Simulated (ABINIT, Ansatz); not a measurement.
# How the form of the self-energy moves the gap of Ba2IBrF2 (P4mm)

Aim: compare treatments of exchange, screening and correlation for the gap of Ba2IBrF2 (P4mm).

Calculated with ABINIT 10.8.3; PBEsol and many-body steps on it, plane waves.

### 1. Set-up

Symmetry: P4mm, No. 99, tetragonal system. The conventional cell has a = 4.623 Å, b = 4.623 Å, c = 7.991 Å, α = 90.00°, β = 90.00°, γ = 90.00°. Nearest to Ba lie 4 F at 2.70 Å and 4 I at 3.59 Å and 2 Br at 3.89 to 4.10 Å. Nearest to Ba lie 4 F at 2.73 Å and 4 Br at 3.50 Å and 2 I at 3.65 to 4.35 Å and 4 Ba at 4.34 Å. I has 6 Ba at 3.59 to 4.35 Å nearest. Nearest to Br lie 6 Ba at 3.50 to 4.10 Å and 4 F at 3.55 Å. Nearest to F lie 4 Ba at 2.70 to 2.73 Å. Farther neighbours and most contacts between anions are not listed.

The cell and positions are those that the Materials Project relaxed with its own functionals (PBE, PBE+U or r2SCAN), kept fixed. Spin-orbit coupling is left out unless a step names it.

### 2. Empty states on the mesh, 2×2×1 mesh, 331 bands

This step: ABINIT 10.8.3; DFT, PBEsol, plane waves, norm-conserving pseudopotentials.

The sums over transitions need many empty states on a uniform mesh; this step solves for them.

Contents of run.abi:

```
acell 3*1.0 Angstrom
rprim 
  4.623364000000 0.000000000000 0.000000000000
  0.000000000000 4.623364000000 0.000000000000
  0.000000000000 0.000000000000 7.991386000000
ntypat 4
znucl 56 53 35 9
natom 6
typat 1 1 2 3 4 4
xred 
  0.500000000000 0.500000000000 0.827396000000
  0.000000000000 0.000000000000 0.185191000000
  0.000000000000 0.000000000000 0.641387000000
  0.500000000000 0.500000000000 0.340098000000
  0.500000000000 0.000000000000 0.002964000000
  0.000000000000 0.500000000000 0.002964000000
pp_dirpath "pseudos"
pseudos "Ba.upf, I.upf, Br.upf, F.upf"
ecut 36
ngkpt 2 2 1
nshiftk 1
shiftk 0 0 0
kptopt 1
chksymbreak 0
iscf -2
irdden 1
istwfk *1
nband 331
nbdbuf 30
tolwfr 1e-09
nstep 60
prtvol 0
indata_prefix "in"
outdata_prefix "out"
tmpdata_prefix "tmp"
```

On the command line:

```bash
> OMP_NUM_THREADS=1 mpirun -n 4 abinit run.abi > log
```

Numbers of over 12 decimals in the logs are rounded to 6 here.

Output:

```text
.Version 10.8.3 of ABINIT. v10.8.2 released Aug 2026.

 Symmetries : space group P4 m m (# 99); Bravais tP (primitive tetrag.)
[... echo of the input left out ...]
== DATASET  1 ==================================================================
-   mpi_nproc: 4, omp_nthreads: 1 (-1 if OMP is not activated)
-    --> not optimal distribution: autoparal keyword recommended in input file <--

--- !DatasetInfo
iteration_state: {dtset: 1, }
dimensions: {natom: 6, nkpt: 3, mband: 331, nsppol: 1, nspinor: 1, nspden: 1, mpw: 11965, }
cutoff_energies: {ecut:  36.0, pawecutdg:  -1.0, }
[...]
2.90795    2.91007    2.91007    2.92520    2.92536    2.92536    2.94624    2.94866
   2.95781    2.95781    2.95943    2.99941    3.02249    3.02513    3.02831    3.03277
   3.04838    3.05343    3.05796
 prteigrs : prtvol=0 or 1, do not print more k-points.

== END DATASET(S) ==============================================================
================================================================================

 -outvars: echo values of variables after computation  --------
            nband         331
             nkpt           3
          spgroup          99
 [... the other variables as echoed above ...]

 Calculation completed.
```

Elapsed: 4.6 min, on 4 MPI ranks of Arm Neoverse V1, shared host; peak memory 0.57 GiB; 18 min of CPU time.

This step gave:

```yaml
gap: 4.250 eV
k_of_the_valence_top: 0, 0, 0
k_of_the_conduction_bottom: 0, 0, 0
least_direct_gap: 4.250 eV
k_points_computed: 3
lowest_point_of_the_top_converged_band_above_the_valence_top: 73.9342 eV
```

On this mesh the gap is 4.250 eV.

The density comes from a self-consistent run that is not shown.

### 3. Screening, 2×2×1 mesh, 137 bands, screening to 114.3 eV

The RPA dielectric matrix is built and inverted for each q.

This step: RPA screening on PBEsol, plane waves, norm-conserving pseudopotentials.

Changes to run.abi since step 2:

```diff
@@ -24,10 +24,11 @@
 chksymbreak 0
-iscf -2
-irdden 1
 istwfk *1
-nband 331
-nbdbuf 30
-tolwfr 1e-09
-nstep 60
-prtvol 0
+occopt 1
+irdwfk 1
+optdriver 3
+nband 137
+ecuteps 4.2
+inclvkb 2
+awtr 1
+symchi 1
 indata_prefix "in"
```

Output:

```text
.Version 10.8.3 of ABINIT. v10.8.2 released Aug 2026.

 Symmetries : space group P4 m m (# 99); Bravais tP (primitive tetrag.)
[... echo of the input left out ...]
== DATASET  1 ==================================================================
-   mpi_nproc: 4, omp_nthreads: 1 (-1 if OMP is not activated)

--- !DatasetInfo
iteration_state: {dtset: 1, }
dimensions: {natom: 6, nkpt: 3, mband: 137, nsppol: 1, nspinor: 1, nspden: 1, mpw: 11965, }
cutoff_energies: {ecut:  36.0, pawecutdg:  -1.0, }
electrons: {nelect:   4.80000000E+01, charge:   0.00000000E+00, occopt:   1.00000000E+00, tsmear:   1.00000000E-02, }

 SCREENING: Calculation of the susceptibility and dielectric matrices

 Based on a program developped by R.W. Godby, V. Olevano, G. Onida, and L. Reining.
 Incorporated in ABINIT by V. Olevano, G.-M. Rignanese, and M. Torrent.
.Using double precision arithmetic ; gwpc =  8

[... cell and pseudopotentials left out ...]
--------------------------------------------------------------------------------

 ==== K-mesh for the wavefunctions ====
 Number of points in the irreducible wedge :     3
[... list of points left out ...]
 Together with  8 symmetry operations and time-reversal symmetry
 yields     4 points in the full Brillouin Zone.

 ==== Q-mesh for the screening function ====
 Number of points in the irreducible wedge :     3
[... list of points left out ...]
 Together with  8 symmetry operations and time-reversal symmetry
 yields     4 points in the full Brillouin Zone.

 setmesh: FFT mesh size selected  =    32x   32x   60
          total number of points  =        61440

 vcoul_init : cutoff-mode = AUXILIARY_FUNCTION
 q-points for optical limit:   1
     1)      0.000010    0.000020    0.000030

- screening: taking advantage of time-reversal symmetry
- Maximum band index for partially occupied states nbvw = 24
- Remaining bands to be divided among processors   nbcw = 113
- Number of bands treated by each node ~28

 Number of electrons calculated from density =   48.0000; Expected =   48.0000
 average of density, n =  0.041640
 r_s =    1.7898
 omega_plasma =   19.6838 [eV]

 calculating chi0 at frequencies [eV] :
  1    0.000000E+00    0.000000E+00
  2    0.000000E+00    1.968379E+01

--------------------------------------------------------------------------------
  q-point number  1        q = ( 0.000000, 0.000000, 0.000000) [r.l.u.]
--------------------------------------------------------------------------------
[... chi0 elements left out ...]
 For q-point:  0.000010 0.000020 0.000030
  dielectric constant =   3.6807
  dielectric constant without local fields =   4.3144

  Average fulfillment of the sum rule on Im[epsilon] for q-point    1 :     66.96  [%]
[... wings left out ...]
  q-point number  2        q = ( 0.500000, 0.000000, 0.000000) [r.l.u.]
--------------------------------------------------------------------------------
[... chi0 elements left out ...]
  Average fulfillment of the sum rule on Im[epsilon] for q-point    2 :     70.79  [%]

 [... 1 further q-points ...]
```

Wall time 35 s (4 MPI ranks); peak memory 1.3 GiB.

Numbers from this step:

```
ε∞ with local fields, on this mesh, along the program's q direction : 3.681
the same without local fields                                       : 4.314
plasma frequency                                                    : 19.68 eV
plane waves in the screening matrix                                 : 461
```

Local fields lower ε∞ by 15 %. On a Γ-centred mesh this coarse the value itself is usually too large, while a short band sum pulls it down.

### 4. G0W0, Godby-Needs plasmon pole

The self-energy is evaluated for the states that the input lists, and the levels follow from it, in one-shot runs by the linearised quasiparticle equation.

This step: G0W0 on PBEsol, plane waves, norm-conserving pseudopotentials.

Changes to run.abi since step 3:

```diff
@@ -27,8 +27,15 @@
 irdwfk 1
-optdriver 3
+optdriver 4
 nband 137
+gwcalctyp 0
+ecutsigx 36
+symsigma 1
+nkptgw 1
+kptgw 
+  0.0000000000 0.0000000000 0.0000000000
+bdgw 
+  23 26
 ecuteps 4.2
-inclvkb 2
-awtr 1
-symchi 1
+irdscr 1
+ppmodel 1
 indata_prefix "in"
```

Output:

```text
.Version 10.8.3 of ABINIT. v10.8.2 released Aug 2026.

 Symmetries : space group P4 m m (# 99); Bravais tP (primitive tetrag.)
[... echo of the input left out ...]
== DATASET  1 ==================================================================
-   mpi_nproc: 4, omp_nthreads: 1 (-1 if OMP is not activated)

--- !DatasetInfo
iteration_state: {dtset: 1, }
dimensions: {natom: 6, nkpt: 3, mband: 137, nsppol: 1, nspinor: 1, nspden: 1, mpw: 11965, }
cutoff_energies: {ecut:  36.0, pawecutdg:  -1.0, }
electrons: {nelect:   4.80000000E+01, charge:   0.00000000E+00, occopt:   1.00000000E+00, tsmear:   1.00000000E-02, }

 SIGMA: Calculation of the GW corrections

 Based on a program developped by R.W. Godby, V. Olevano, G. Onida, and L. Reining.
 Incorporated in ABINIT by V. Olevano, G.-M. Rignanese, and M. Torrent.
.Using double precision arithmetic ; gwpc =  8

[... cell and pseudopotentials left out ...]
--------------------------------------------------------------------------------

 ==== K-mesh for the wavefunctions ====
 Number of points in the irreducible wedge :     3
[... list of points left out ...]
 Together with  8 symmetry operations and time-reversal symmetry
 yields     4 points in the full Brillouin Zone.

 ==== Q-mesh for screening function ====
 Number of points in the irreducible wedge :     3
[... list of points left out ...]
 Together with  8 symmetry operations and time-reversal symmetry
 yields     4 points in the full Brillouin Zone.

 vcoul_init : cutoff-mode = AUXILIARY_FUNCTION
 q-points for optical limit:   1
     1)      0.000010    0.000020    0.000030
 setmesh: FFT mesh size selected  =    48x   48x   81
          total number of points  =       186624

 Number of electrons calculated from density =   48.0000; Expected =   48.0000
 average of density, n =  0.041640
 r_s =    1.7898
 omega_plasma =   19.6838 [eV]

 === KS Band Gaps ===
  >>>> For spin  1
   Minimum direct gap =   4.2500 [eV], located at k-point      :   0.0000  0.0000  0.0000
   Fundamental gap    =   4.2500 [eV], Top of valence bands at :   0.0000  0.0000  0.0000
                                       Bottom of conduction at :   0.0000  0.0000  0.0000
 SIGMA fundamental parameters:
 PLASMON POLE MODEL  1
 number of plane-waves for SigmaX                11965
 number of plane-waves for SigmaC and W            461
 number of plane-waves for wavefunctions         11965
 number of bands                                   137
 number of independent spin polarizations            1
 number of spinorial components                      1
 number of k-points in IBZ                           3
 number of q-points in IBZ                           3
 number of symmetry operations                       8
 number of k-points in BZ                            4
 number of q-points in BZ                            4
 number of frequencies for dSigma/dE                 9
 frequency step for dSigma/dE [eV]                0.25
 number of omega for Sigma on real axis              0
 max omega for Sigma on real axis  [eV]           0.00
 zcut for avoiding poles [eV]                     0.10

 EPSILON^-1 parameters (SCR file):
 dimension of the eps^-1 matrix on file            461
 dimension of the eps^-1 matrix used               461
 number of plane-waves for wavefunctions         11965
 number of bands                                   137
 number of q-points in IBZ                           3
 number of frequencies                               2
 number of real frequencies                          1
 number of imag frequencies                          1

 matrix elements of self-energy operator (all in [eV])

 Perturbative Calculation

--- !SelfEnergy_ee
iteration_state: {dtset: 1, }
kpoint     : [   0.000,    0.000,    0.000, ]
spin       : 1
KS_gap     :    4.250
QP_gap     :    6.170
Delta_QP_KS:    1.920
data: !SigmaeeData |
     Band     E0 <VxcDFT>   SigX SigC(E0)      Z dSigC/dE  Sig(E)    E-E0       E
       23   2.397 -11.959 -15.261   2.161   0.820  -0.220 -12.895  -0.936   1.461
       24   2.397 -11.959 -15.261   2.161   0.820  -0.220 -12.895  -0.936   1.461
       25   6.647  -8.509  -4.148  -3.193   0.842  -0.187  -7.525   0.984   7.631
       26   6.953  -8.356  -3.825  -3.350   0.845  -0.183  -7.357   0.999   7.952

== END DATASET(S) ==============================================================
================================================================================

 -outvars: echo values of variables after computation  --------
           etotal      0.0000000000E+00
            nband         137
             nkpt           3
          spgroup          99
 [... the other variables as echoed above ...]

 Calculation completed.
```

Elapsed: 9.8 s, on 4 MPI ranks; peak memory 0.98 GiB.

Numbers from this step:

- G0W0 gap on the points computed: 6.17 eV
- starting gap on the mesh: 4.250 eV
- k of the valence top: 0, 0, 0
- k of the conduction bottom: 0, 0, 0
- Z at the valence top: 0.82
- Z at the conduction bottom: 0.842
- least direct G0W0 gap on the computed points: 6.17 eV

The gap on the mesh goes from 4.25 eV to 6.17 eV, a correction of +1.92 eV.

### 5. G0W0, Hybertsen-Louie plasmon pole

Changes to run.abi since step 4:

```diff
@@ -39,3 +39,3 @@
 irdscr 1
-ppmodel 1
+ppmodel 2
 indata_prefix "in"
```

Output:

```text
.Version 10.8.3 of ABINIT. v10.8.2 released Aug 2026.

 Symmetries : space group P4 m m (# 99); Bravais tP (primitive tetrag.)
[... echo of the input left out ...]
== DATASET  1 ==================================================================
-   mpi_nproc: 4, omp_nthreads: 1 (-1 if OMP is not activated)

--- !DatasetInfo
iteration_state: {dtset: 1, }
dimensions: {natom: 6, nkpt: 3, mband: 137, nsppol: 1, nspinor: 1, nspden: 1, mpw: 11965, }
cutoff_energies: {ecut:  36.0, pawecutdg:  -1.0, }
electrons: {nelect:   4.80000000E+01, charge:   0.00000000E+00, occopt:   1.00000000E+00, tsmear:   1.00000000E-02, }

 SIGMA: Calculation of the GW corrections

 Based on a program developped by R.W. Godby, V. Olevano, G. Onida, and L. Reining.
 Incorporated in ABINIT by V. Olevano, G.-M. Rignanese, and M. Torrent.
.Using double precision arithmetic ; gwpc =  8

[... cell and pseudopotentials left out ...]
--------------------------------------------------------------------------------

 ==== K-mesh for the wavefunctions ====
 Number of points in the irreducible wedge :     3
[... list of points left out ...]
 Together with  8 symmetry operations and time-reversal symmetry
 yields     4 points in the full Brillouin Zone.

 ==== Q-mesh for screening function ====
 Number of points in the irreducible wedge :     3
[... list of points left out ...]
 Together with  8 symmetry operations and time-reversal symmetry
 yields     4 points in the full Brillouin Zone.

 vcoul_init : cutoff-mode = AUXILIARY_FUNCTION
 q-points for optical limit:   1
     1)      0.000010    0.000020    0.000030
 setmesh: FFT mesh size selected  =    48x   48x   81
          total number of points  =       186624

 Number of electrons calculated from density =   48.0000; Expected =   48.0000
[...]
number of k-points in IBZ                           3
 number of q-points in IBZ                           3
 number of symmetry operations                       8
 number of k-points in BZ                            4
 number of q-points in BZ                            4
 number of frequencies for dSigma/dE                 9
 frequency step for dSigma/dE [eV]                0.25
 number of omega for Sigma on real axis              0
 max omega for Sigma on real axis  [eV]           0.00
 zcut for avoiding poles [eV]                     0.10

 EPSILON^-1 parameters (SCR file):
 dimension of the eps^-1 matrix on file            461
 dimension of the eps^-1 matrix used               461
 number of plane-waves for wavefunctions         11965
 number of bands                                   137
 number of q-points in IBZ                           3
 number of frequencies                               2
 number of real frequencies                          1
 number of imag frequencies                          1

 matrix elements of self-energy operator (all in [eV])

 Perturbative Calculation

--- !SelfEnergy_ee
iteration_state: {dtset: 1, }
kpoint     : [   0.000,    0.000,    0.000, ]
spin       : 1
KS_gap     :    4.250
QP_gap     :    6.260
Delta_QP_KS:    2.010
data: !SigmaeeData |
     Band     E0 <VxcDFT>   SigX SigC(E0)      Z dSigC/dE  Sig(E)    E-E0       E
       23   2.397 -11.959 -15.261   1.997   0.851  -0.175 -13.071  -1.112   1.285
       24   2.397 -11.959 -15.261   1.997   0.851  -0.175 -13.071  -1.112   1.285
       25   6.647  -8.509  -4.148  -3.333   0.873  -0.145  -7.611   0.898   7.545
       26   6.953  -8.356  -3.825  -3.534   0.871  -0.148  -7.487   0.868   7.822

== END DATASET(S) ==============================================================
================================================================================

 -outvars: echo values of variables after computation  --------
           etotal      0.0000000000E+00
            nband         137
             nkpt           3
          spgroup          99
 [... the other variables as echoed above ...]

 Calculation completed.
```

Run time: 9.6 s. Hardware: 4 MPI ranks; peak memory 0.96 GiB; 38 s of CPU time.

Numbers from this step:

- G0W0 gap on the points computed: 6.26 eV
- starting gap on the mesh: 4.250 eV
- k of the valence top: 0, 0, 0
- k of the conduction bottom: 0, 0, 0
- Z at the valence top: 0.851
- Z at the conduction bottom: 0.873
- least direct G0W0 gap on the computed points: 6.26 eV

Against G0W0 in ABINIT (2×2×1 mesh, 137 bands, screening to 114.3 eV, Godby-Needs plasmon pole), the gap moves by +0.090 eV.

### 6. G0W0, Engel-Farid plasmon pole

Changes to run.abi since step 5:

```diff
@@ -39,3 +39,3 @@
 irdscr 1
-ppmodel 2
+ppmodel 4
 indata_prefix "in"
```

Output:

```text
.Version 10.8.3 of ABINIT. v10.8.2 released Aug 2026.

 Symmetries : space group P4 m m (# 99); Bravais tP (primitive tetrag.)
[... echo of the input left out ...]
== DATASET  1 ==================================================================
-   mpi_nproc: 4, omp_nthreads: 1 (-1 if OMP is not activated)

--- !DatasetInfo
iteration_state: {dtset: 1, }
dimensions: {natom: 6, nkpt: 3, mband: 137, nsppol: 1, nspinor: 1, nspden: 1, mpw: 11965, }
cutoff_energies: {ecut:  36.0, pawecutdg:  -1.0, }
[...]
24   2.397 -11.959 -15.261   2.095   0.815  -0.226 -12.944  -0.985   1.412
       25   6.647  -8.509  -4.148  -3.261   0.847  -0.181  -7.578   0.932   7.578
       26   6.953  -8.356  -3.825  -3.421   0.849  -0.177  -7.412   0.943   7.896

== END DATASET(S) ==============================================================
================================================================================

 -outvars: echo values of variables after computation  --------
           etotal      0.0000000000E+00
            nband         137
             nkpt           3
          spgroup          99
 [... the other variables as echoed above ...]

 Calculation completed.
```

The job ended after 8.9 s (4 MPI ranks; peak memory 0.81 GiB).

This step gave:

```yaml
g0w0_gap_on_the_points_computed: 6.166 eV
starting_gap_on_the_mesh: 4.250 eV
k_of_the_valence_top: 0, 0, 0
k_of_the_conduction_bottom: 0, 0, 0
least_direct_g0w0_gap_on_the_computed_points: 6.166 eV
```

Against G0W0 in ABINIT (2×2×1 mesh, 137 bands, screening to 114.3 eV, Godby-Needs plasmon pole), the gap moves by −0.004 eV.

(Continued in part 2 of 2.)

[Paths, hosts, dates, memory and timing lines, banners, echoed tables and standing remarks are left out of the program output.]

[Logs are printed without paths, hosts, clocks, repeated set-up lines and the standing remarks that a program may print on its own settings, such as how far it seeks lower states.]

[Runs of the session that timed out or met a known fault of the program may be left out.]

[No measured gap is set beside runs whose start may be inverted or whose files or cutoffs have a known fault.]

[Hosts, paths, dates, database ids (printed as entryN), source tags and the programs' standing remarks are cut or masked in the printed files.]

[G0W0 gaps are taken among the corrected bands and points alone; a level outside them can change the order at an edge.]

[Where Ansatz stands beside ABINIT at settings called matched, ABINIT's density can come from a denser mesh and the files from another edition; pairs whose starting gaps differed by over 0.03 eV were left out, so agreement reads better than it is.]
